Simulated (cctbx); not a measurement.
## Diagnosing a refinement

Cell a = 11.2520 Å, b = 11.2520 Å, c = 11.2520 Å, α = 90.00°, β = 90.00°, γ = 90.00°; space group Fm-3m (no. 225). The compound is K2NbTlCl6.

The data are simulated with cctbx, not measured: Ga Kα, λ = 1.3414 Å, to d = 0.8 Å, 80 % of the full sphere, strongest reflection 70000 counts, noise from counting, a 1.5 % proportional error and a noise floor of 2 counts (s.d.); no absorption.

An anisotropic refinement with weights 1/σ² prints:

```text
Rint 0.015, 103 unique reflections to 0.80 A
cycle     R1     wR2    GooF  max shift (A)
   1  0.0357  0.0877  16.315   0.00204
   2  0.0155  0.0381   7.080   0.00000
final R1 0.0155 wR2 0.0381 GooF 7.080  parameters 6  data/parameter 17.2
atom        x        y        z      Ueq    occ   su(xyz)  su(Uiso or U11)
Tl1    0.50000  0.00000  0.00000   0.0064  1.000  0.00000  0.0002
Sr1    0.00000  0.00000  0.00000   0.0021  1.000  0.00000  0.0003
K1     0.25000  0.75000  0.75000   0.0089  1.000  0.00000  0.0005
Cl1    0.00000  0.00000  0.76558   0.0107  1.000  0.00013  0.0005
difference map: max 2.48 min -0.14 rms 0.13
Q1    0.0000  0.0000  0.0000    4    2.48  0.00 A from Sr1
Q2    0.0000  0.0000  0.5000    4    0.62  0.00 A from Tl1
Q3    0.0000  0.0000  0.2658   24    0.23  0.35 A from Cl1
Q4    0.0000  0.0965  0.0965   48    0.18  1.54 A from Sr1
Q5    0.2500  0.2500  0.2500    8    0.15  0.00 A from K1
Q6    0.0000  0.0000  0.1374   24    0.13  1.09 A from Cl1
```

**Question.** Can this result stand? If not, what is the likely fault?

Mend it. The fault: wrong element: Sr1 is Nb. Against the right model at the same level, R1 goes from 0.0021 to 0.0155 and GooF from 0.89 to 7.08, U of Sr1 shrinks from 0.0067 to 0.0021 Å² and the top difference peak, 2.5 e/Å³, lies on Sr1. Sr1 has 3 electrons too few and its U shrinks to make up, as expected.

The compound is K2NbTlCl6. The right model at the same level gives:

```text
Rint 0.015, 103 unique reflections to 0.80 A
cycle     R1     wR2    GooF  max shift (A)
   1  0.0021  0.0048   0.898   0.00000
   2  0.0021  0.0048   0.886   0.00000
final R1 0.0021 wR2 0.0048 GooF 0.886  parameters 6  data/parameter 17.2
atom        x        y        z      Ueq    occ   su(xyz)  su(Uiso or U11)
Tl1    0.50000  0.00000  0.00000   0.0065  1.000  0.00000  0.0000
Nb1    0.00000  0.00000  0.00000   0.0067  1.000  0.00000  0.0000
K1     0.25000  0.75000  0.75000   0.0090  1.000  0.00000  0.0001
Cl1    0.00000  0.00000  0.76540   0.0108  1.000  0.00002  0.0001
difference map: max 0.06 min -0.08 rms 0.02
Q1    0.2500  0.2500  0.2500    8    0.06  0.00 A from K1
Q2    0.1034  0.1034  0.2892   96    0.05  1.76 A from Cl1
Q3    0.1636  0.1636  0.1636   32    0.05  1.68 A from K1
Q4    0.0000  0.1060  0.1060   48    0.04  1.69 A from Nb1
Q5    0.0000  0.1224  0.3776   48    0.04  1.95 A from Tl1
Q6    0.0919  0.0919  0.4081   32    0.04  1.79 A from Tl1
```

The model is made up (kin elements in a known structure type, no relaxation), so it says nothing on whether the phase exists.

[Middle refinement cycles are left out of these outputs.]

[Logs are printed without paths, hosts, clocks, repeated set-up lines and the standing remarks that a program may print on its own settings, such as how far it seeks lower states.]
